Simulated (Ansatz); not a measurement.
Two G0W0 runs on SrLi2SnS4 (I-42m).

The structure is tetragonal, space group I-42m (No. 121). Conventional cell: a = 6.659 Å, b = 6.659 Å, c = 7.918 Å, α = 90.00°, β = 90.00°, γ = 90.00°. Nearest to Li lie 4 S at 2.47 Å. Sr has 8 S at 3.08 to 3.25 Å nearest. Sn has 4 S at 2.37 Å nearest. Nearest to S lie 1 Sn at 2.37 Å and 2 Li at 2.47 Å and 2 Sr at 3.08 to 3.25 Å. Farther neighbours and most contacts between anions are not listed.

```
Li Sr Sn S
1.0
    -3.32950    3.32950    3.95900
     3.32950   -3.32950    3.95900
     3.32950    3.32950   -3.95900
Li Sr Sn S
2 1 1 4
Cartesian
  3.3295 0.0000 1.9795
  0.0000 3.3295 1.9795
  0.0000 0.0000 3.9590
  0.0000 0.0000 0.0000
  1.3757 1.3757 -1.3567
  -1.9538 1.9538 5.3157
  1.9538 1.9538 2.6023
  1.9538 -1.9538 5.3157
```

The cell and positions come from the Crystallography Open Database and are kept as given unless a step says otherwise. PAW set soft_2, made with PBE.

The first (Ansatz 0.2.0; start PBE, 4×4×4 mesh, 883 empty bands, screening to 170 eV; 1 × NVIDIA H100 80GB HBM3 (shared by 6 runs) with 2 threads of AMD EPYC 7R13 (Zen 3), shared host) gave, on its mesh: starting gap 2.67 eV, G0W0 gap 4.11 eV, RPA ε∞ (mean) 4.67, 2.7 min.

The second gave: starting gap 2.67 eV, G0W0 gap 4.04 eV, RPA ε∞ (mean) 4.72, 18 s.

What was changed in the input? Choose among start, files, mesh, bands and cutoff, frequency model or another key.

Changed: empty bands from 883 to 145 and screening cutoff (eV) from 170.0 to 51. The starting gap stayed, which rules out the functional and points to the GW step. Other changes could give like numbers; this is the one that was made.

Limits: not at the basis limit; no spin-orbit coupling.

[Paths, hosts, dates, memory and timing lines, banners, echoed tables and standing remarks are left out of the program output.]

[Logs are printed without paths, hosts, clocks, repeated set-up lines and the standing remarks that a program may print on its own settings, such as how far it seeks lower states.]

[Runs of the session that timed out or met a known fault of the program may be left out.]

[Cells called generated may have been cut or substituted from an entry of the Crystallography Open Database or the Materials Project.]

[Hosts, paths, dates, database ids (printed as entryN), source tags and the programs' standing remarks are cut or masked in the printed files.]
